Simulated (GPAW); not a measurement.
# Dielectric function and optical constants of CoSI, part 2 of 2

Aim: the dielectric function of CoSI, and the optical constants that follow from it.

GPAW 26.7.0; DFT, PBE, plane-wave PAW (GPAW data sets), scalar-relativistic, RPA, optical limit.

So far. Step 2 (Ground state): There are states at the Fermi level within the smearing, so the occupations stay smeared and the carriers get a Drude term.

### 4. Dielectric function on the coarser mesh, 6×6×6 (continued)

Some rows of df_x.csv (energy; Re and Im without local fields; Re and Im with them):

```text
0.000000, 1991.615660, 0.000001, 1989.838345, 0.000001
0.460735, 17.523508, 14.444794, 15.194664, 14.209648
0.943989, 3.759178, 37.418998, 4.336162, 35.869269
1.451455, -0.585575, 17.505187, -0.949647, 16.946731
1.984998, -0.219092, 14.136285, -0.187002, 13.300224
2.546682, 1.822328, 7.421017, 1.403150, 6.861722
3.138794, 2.477817, 6.170423, 2.090390, 5.746115
3.763875, -0.252653, 4.433989, -0.480881, 4.411457
4.424758, 2.322336, 4.708001, 1.927593, 4.337814
5.124608, 2.536518, 5.508995, 2.131813, 5.081803
5.866977, 2.857356, 3.160643, 2.260001, 2.817307
6.655862, 3.408156, 5.763363, 2.918053, 5.018137
7.495775, 1.465510, 3.935968, 0.731193, 3.393242
8.391833, 1.143628, 4.737698, 0.778816, 4.092627
9.349861, -0.251602, 7.414139, 0.365914, 5.590999
10.376517, -0.262600, 4.498539, 0.143317, 3.254938
11.479449, -2.095982, 3.582467, -0.972275, 3.443753
12.667487, -1.867739, 1.988202, -1.236819, 1.991714
13.950874, -1.281273, 1.196793, -0.679819, 1.084198
```

The Im ε, E ∥ x has structure finer than the step of the table below, so its rows give means over 0.5 eV, whole bins alone (the curve runs from 0.305 to 15.0 eV). Peaks (eV: height): 0.85: 41.1.

Sum at mesh points, not converged in k. Table of Im ε, E ∥ x by photon energy; means over each step:

```csv
photon energy (eV),"Im ε, E ∥ x"
1.0,31.9
1.5,17.3
2.0,12.4
2.5,7.40
3.0,6.74
3.5,7.41
4.0,4.18
4.5,4.06
5.0,4.56
5.5,3.79
6.0,3.40
6.5,4.79
7.0,5.50
7.5,3.80
8.0,4.45
8.5,4.07
9.0,3.73
9.5,4.81
10.0,3.14
10.5,3.38
11.0,3.54
11.5,3.32
12.0,2.65
12.5,2.13
13.0,1.78
13.5,1.30
14.0,1.10
14.5,1.04
```

Values under 1 per cm are given as 1; sum at mesh points, not converged in k. Absorption coefficient, E ∥ x against photon energy:

```csv
photon energy (eV),"absorption coefficient, E ∥ x (1/cm)"
0.492,79466
1.010,3.8e5
1.486,4.4e5
1.985,5.2e5
2.508,4.3e5
3.018,5.1e5
3.510,7.9e5
3.980,5.4e5
4.516,6.0e5
4.981,5.8e5
5.515,7.0e5
6.021,4.9e5
6.494,7.1e5
6.985,1.1e6
7.496,8.9e5
8.026,1.1e6
8.516,1.2e6
9.023,9.8e5
9.483,1.6e6
10.026,1.3e6
10.519,1.4e6
11.029,1.6e6
11.479,1.8e6
12.023,1.8e6
12.504,1.7e6
13.000,1.7e6
13.512,1.6e6
14.040,1.4e6
14.493,1.3e6
```

The Im ε, E ∥ x has structure finer than the step of the table below, so its rows give means over 0.5 eV, whole bins alone (the curve runs from 0.305 to 15.0 eV). Peaks (eV: height): without local fields 0.85: 44.1; with local fields 0.85: 41.1.

Sum at mesh points, not converged in k. The Im ε, E ∥ x by photon energy; means over each step:

```csv
photon energy (eV),without local fields,with local fields
1.0,33.5,31.9
1.5,18.0,17.3
2.0,13.0,12.4
2.5,7.90,7.40
3.0,7.23,6.74
3.5,7.77,7.41
4.0,4.28,4.18
4.5,4.29,4.06
5.0,4.87,4.56
5.5,4.06,3.79
6.0,3.92,3.40
6.5,5.38,4.79
7.0,5.91,5.50
7.5,4.34,3.80
8.0,5.28,4.45
8.5,4.72,4.07
9.0,5.00,3.73
9.5,6.11,4.81
10.0,4.11,3.14
10.5,4.51,3.38
11.0,4.56,3.54
11.5,3.47,3.32
12.0,2.83,2.65
12.5,2.23,2.13
13.0,1.84,1.78
13.5,1.52,1.30
14.0,1.25,1.10
14.5,1.12,1.04
```

The reflectivity at normal incidence, E ∥ x has structure finer than the step of the table below, so its rows give means over 0.5 eV, whole bins alone (the curve runs from 0.305 to 15.0 eV). Peaks (eV: height): 0.91: 61.4, 3.59: 44.4, 5.22: 27.4, 7.21: 31.9, 8.21: 28.4, 9.68: 34.8, 13.51: 43.7.

Sum at mesh points, not converged in k. Table of reflectivity at normal incidence, E ∥ x by photon energy; means over each step:

```csv
photon energy (eV),"reflectivity at normal incidence, E ∥ x (%)"
1.0,58.7
1.5,51.5
2.0,48.1
2.5,36.6
3.0,32.6
3.5,38.4
4.0,26.1
4.5,21.7
5.0,23.1
5.5,22.2
6.0,17.4
6.5,23.5
7.0,28.9
7.5,23.7
8.0,24.8
8.5,25.8
9.0,21.8
9.5,33.0
10.0,28.3
10.5,26.2
11.0,28.0
11.5,34.3
12.0,36.9
12.5,37.8
13.0,38.3
13.5,41.7
14.0,33.9
14.5,28.9
```

The loss function −Im 1/ε at q → 0, E ∥ x has structure finer than the step of the table below, so its rows give means over 0.5 eV, whole bins alone (the curve runs from 0.305 to 15.0 eV). Peaks (eV: height): 5.61: 0.293, 8.77: 0.287, 14.77: 0.885.

Sum at mesh points, not converged in k. Loss function −Im 1/ε at q → 0, E ∥ x against energy loss; means over each step:

```csv
energy loss (eV),"loss function −Im 1/ε at q → 0, E ∥ x"
1.0,0.0308
1.5,0.0586
2.0,0.0797
2.5,0.132
3.0,0.143
3.5,0.133
4.0,0.232
4.5,0.214
5.0,0.181
5.5,0.249
6.0,0.180
6.5,0.166
7.0,0.173
7.5,0.251
8.0,0.210
8.5,0.243
9.0,0.250
9.5,0.203
10.0,0.311
10.5,0.295
11.0,0.281
11.5,0.272
12.0,0.305
12.5,0.351
13.0,0.397
13.5,0.464
14.0,0.674
14.5,0.814
```

At chosen wavelengths:

```csv
wavelength (nm),n,k,R (%),1/α
800,2.80,2.780,49.5,23 nm
633,2.57,2.561,46.7,20 nm
532,1.75,2.120,42.0,20 nm
450,2.13,1.913,36.7,19 nm
405,1.85,1.554,29.8,21 nm
365,2.34,1.883,36.4,15 nm
193,1.82,1.216,22.8,13 nm
```

A polished face would reflect 45 % of daylight and look faintly yellow (CIE x = 0.343, y = 0.353 under D65).

### 5. Summary of results

What this shows: At this level (PBE, RPA) CoSI is a metal. The mesh is too coarse to trust the carriers' weight, the reflectivity or the colour to better than tens of per cent. A polished face would reflect 45 % of daylight and look faintly yellow (CIE x = 0.343, y = 0.353 under D65). The carriers' damping of 0.05 eV is typed, not computed; it shapes the response at the lowest energies. Spin-orbit coupling is left out although heavy atoms are present. The magnetic state comes from one start and need not be the lowest. In this version of GPAW the matrix elements of the optical limit are incomplete, which can lower ε − 1 by up to a tenth where first-row anions or d states rule, and shift it by more in d metals. GPAW's carrier term has the form −ωp²/(ω + i·rate)², which damps like twice the rate and fails at low energy, so the curves leave the lowest energies out. The sum runs over mesh points 0.34 Å⁻¹ apart with no interpolation, so peaks are partly noise of the mesh, and the Drude plasma energy, a sum over the Fermi surface, isn't converged. Besides steps told in other documents, this task had 1 step that ran out of time; those not told in a step above aren't shown.

[Machine, clock and banner lines and Python warnings are left out of the logs.]

[Logs are printed without paths, hosts, clocks, repeated set-up lines and the standing remarks that a program may print on its own settings, such as how far it seeks lower states.]

[Hosts, paths, dates, database ids (printed as entryN), source tags and the programs' standing remarks are cut or masked in the printed files.]
